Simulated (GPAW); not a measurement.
# 1T-VBrI monolayer in an electric field, part 2 of 2

How does 1T-VBrI monolayer screen a perpendicular field?

GPAW 26.7.0; GPAW, PAW setups; layer in a repeated cell with vacuum, relaxation of atoms and in-plane cell (the session's first sound run).

So far. Step 8 (Field on): The dipole is now 0.00840 e Å, against -0.028 in the run without a field.

**9. In a field (continued)**

Level of this step: GPAW, PAW setups; slab in vacuum (GPAW).

Electrostatic potential energy of an electron (without an applied field's), less the Fermi level, planar mean against z:

z (Å), electrostatic potential energy of an electron (without an applied field's), less the Fermi level, planar mean (eV) and a bar from the least value:
```
      0.0        4.0 ##############################
      0.5        4.3 ##############################
      1.0        4.3 ##############################
      1.5        4.3 ##############################
      2.0        4.3 ##############################
      2.5        4.3 ##############################
      3.0        4.3 ##############################
      3.5        4.3 ##############################
      4.0        4.3 ##############################
      4.5        4.3 ##############################
      5.0        4.3 ##############################
      5.5        4.3 ##############################
      6.0        4.3 ##############################
      6.5        4.2 ##############################
      7.0        4.1 ##############################
      7.5        3.6 #############################
      8.0        1.2 ##########################
      8.5       -7.0 ##############
      9.0      -17.1 
      9.5       -8.6 ############
     10.0       -4.4 ##################
     10.5       -8.6 ############
     11.0       -6.6 ###############
     11.5       -6.5 ###############
     12.0      -12.5 ######
     12.5       -4.3 ##################
     13.0        1.9 ###########################
     13.5        3.3 #############################
     14.0        3.6 #############################
     14.5        3.7 #############################
     15.0        3.7 #############################
     15.5        3.7 #############################
     16.0        3.7 #############################
     16.5        3.7 #############################
     17.0        3.7 #############################
     17.5        3.7 #############################
     18.0        3.7 #############################
     18.5        3.7 #############################
     19.0        3.7 #############################
     19.5        3.7 #############################
     20.0        3.7 #############################
     20.5        3.7 #############################
```

The dipole is now 0.0452 e Å, against -0.028 in the run without a field.

**10. In a field**

File run.py:

```python
import json
import numpy as np
from ase import Atoms
from gpaw import GPAW, PW
from gpaw.external import ConstantElectricField

slab = Atoms(
    ['I', 'V', 'Br'],
    positions=[
        [1.99388, 1.15117, 9.00000],
        [-0.00000, -0.00000, 10.62853],
        [-0.00000, 2.30234, 12.01604]],
    cell=[[3.98777, -0.0, 0.0], [-1.99388, 3.45351, 0.0], [0.0, 0.0, 21.016]],
    pbc=[True, True, False],
    magmoms=[0.0, 1.0, 0.0])

slab.calc = GPAW(mode=PW(400), xc='PBE', kpts={'size': (9, 9, 1), 'gamma': True},
                 occupations={'name': 'fermi-dirac', 'width': 0.05}, nbands='160%',
                 convergence={'density': 1e-05}, maxiter=200,
                 poissonsolver={'dipolelayer': 'xy'},
                 external=ConstantElectricField(0.3, [0, 0, 1]),
                 symmetry={'tolerance': 1e-3}, txt='slab.txt')
result = {}
energy = slab.get_potential_energy()
fermi = slab.calc.get_fermi_level()
v = slab.calc.get_electrostatic_potential().mean((0, 1)) - fermi
n = slab.calc.get_pseudo_density().mean((0, 1))
L = slab.cell[2, 2]
z = np.arange(len(v)) * L / len(v)
low, high = slab.positions[:, 2].min(), slab.positions[:, 2].max()
below, above = np.interp([low - 6.8, high + 6.8], z, v)
slopes = [np.interp(x, z, np.gradient(v, z)) for x in (low - 6.8, high + 6.8)]
eps = np.array([[slab.calc.get_eigenvalues(k, s) for k in range(len(slab.calc.get_ibz_k_points()))]
                for s in range(slab.calc.get_number_of_spins())]) - fermi
top, bottom = eps[eps < 0].max(), eps[eps > 0].min()
dipole = slab.get_dipole_moment()[2]
print(f'energy {energy:.4f} eV, Fermi level {fermi:.4f} eV, dipole {dipole:.5f} e A')
print(f'potential 6.8 A off the faces, from the Fermi level: lower {below:.4f} eV, upper {above:.4f} eV')
print(f'slope of the potential there: lower {slopes[0]:.5f}, upper {slopes[1]:.5f} eV/A')
print(f'nearest levels on the mesh: {top:.4f} and {bottom:.4f} eV')
print('magnetic moment', round(slab.get_magnetic_moment(), 3))
result.update(energy=energy, fermi=fermi, dipole=dipole, below=below, above=above, slopes=slopes, edges=[top, bottom],
              z=z.tolist(), v=v.tolist(), n=n.tolist(), positions=slab.positions.tolist(),
              forces=slab.get_forces(apply_constraint=False).tolist(), moments=slab.get_magnetic_moments().tolist())
json.dump(result, open('result.json', 'w'))
```

Launch:

```sh
$ OMP_NUM_THREADS=1 OPENBLAS_NUM_THREADS=1 python run.py
```

The program printed:

```text
energy -13.5542 eV, Fermi level -1.2030 eV, dipole 0.08198 e A
potential 6.8 A off the faces, from the Fermi level: lower 4.5397 eV, upper 3.4625 eV
slope of the potential there: lower -0.00002, upper 0.00002 eV/A
nearest levels on the mesh: -0.6363 and 0.5864 eV
magnetic moment 3.0
```

Wall time 4.2 min (1 thread of Arm Neoverse V1, shared host); peak memory 0.43 GiB.

Table of electrostatic potential energy of an electron (without an applied field's), less the Fermi level, planar mean by z:

```csv
z (Å),"electrostatic potential energy of an electron (without an applied field's), less the Fermi level, planar mean (eV)"
0,4.00
1,4.54
2,4.54
3,4.54
4,4.54
5,4.54
6,4.53
7,4.36
8,1.43
9,-17.0
10,-4.31
11,-6.64
12,-12.6
13,1.68
14,3.39
15,3.46
16,3.46
17,3.46
18,3.46
19,3.46
20,3.46
```

The dipole is now 0.0820 e Å, against -0.028 in the run without a field.

**11. The series**

The members are put on one axis.

This step: induced dipole against applied field (GPAW 26.7.0).

The dipole along the normal by field:

```csv
field (V/Å),dipole along the normal (e·Å)
-0.200,-0.102
-0.100,-0.0650
-0.050,-0.0467
0.000,-0.0282
0.050,-0.00996
0.100,0.00840
0.200,0.0452
0.300,0.0820
```

**12. A changed run**

One more run, with changed settings.

This step: GPAW, PAW setups; slab in vacuum (GPAW 26.7.0).

Changes to run.py since step 10:

```diff
@@ -4,3 +4,2 @@
 from gpaw import GPAW, PW
-from gpaw.external import ConstantElectricField
 
@@ -13,3 +12,3 @@
     cell=[[3.98777, -0.0, 0.0], [-1.99388, 3.45351, 0.0], [0.0, 0.0, 21.016]],
-    pbc=[True, True, False],
+    pbc=[True, True, True],
     magmoms=[0.0, 1.0, 0.0])
@@ -18,5 +17,4 @@
                  occupations={'name': 'fermi-dirac', 'width': 0.05}, nbands='160%',
-                 convergence={'density': 1e-05}, maxiter=200,
+                 convergence={'density': 1e-05}, maxiter=50,
                  poissonsolver={'dipolelayer': 'xy'},
-                 external=ConstantElectricField(0.3, [0, 0, 1]),
                  symmetry={'tolerance': 1e-3}, txt='slab.txt')
```

The program printed:

```text
AssertionError
```

It took 1.1 s on 1 thread; peak memory 0.15 GiB.

The input was rejected at the start.

The fault put into the input: a dipole layer in a cell that repeats along the normal (pbc_z = true).

**13. Outcome**

```yaml
work_function_upper_and_lower_face_fermi_level_placed_in_the_gap_by_the_smearing: 4.135 and 3.763 eV
ionisation_energy_from_the_upper_face_highest_filled_level_on_the_mesh: 4.77 eV
electron_affinity_from_the_upper_face_lowest_empty_kohn_sham_level_on_the_mesh: 3.55 eV
dipole_along_the_normal: -0.0282 e Å
induced_dipole_per_field: 0.367 e Å per V/Å
out_of_plane_polarisability_per_area_alpha_eps_0_a: 4.83 Å
```

**Reading.** The field induces 0.367 e Å per V/Å, a polarisable thickness α/(ε0 A) of 4.83 Å beside 3.02 Å between the outermost nuclei. A perfect conductor would give the distance between its two image planes; a dielectric of thickness t gives t(1 - 1/ε). The two faces differ by 0.37 eV, the step that the slab's dipole makes (e p/(ε0 A) gives 0.37 eV), so the dipole layer is needed. The levels nearest the Fermi level on the mesh lie 1.23 eV apart, so the slab is gapped there: the smearing puts the Fermi level inside the gap, and from either face the ionisation energy is the work function plus 0.64 eV. Both are Kohn-Sham levels on the mesh, and semilocal gaps are too small, so the affinity tends to come out too large and the ionisation energy too small. The induced dipole is linear in the field over this range. With elements this heavy, spin-orbit coupling can move band edges by tenths of an eV. The relaxation of atoms and cell ran in a fully periodic cell without the dipole layer, so the atoms of this polar layer felt a small spurious field. One magnetic start was tried; another order may lie lower. The layer's cell and atoms come from the relaxation; spin-orbit coupling and temperature are left out.

[Logs are printed without paths, hosts, clocks, repeated set-up lines and the standing remarks that a program may print on its own settings, such as how far it seeks lower states.]

[Hosts, paths, dates, database ids (printed as entryN), source tags and the programs' standing remarks are cut or masked in the printed files.]
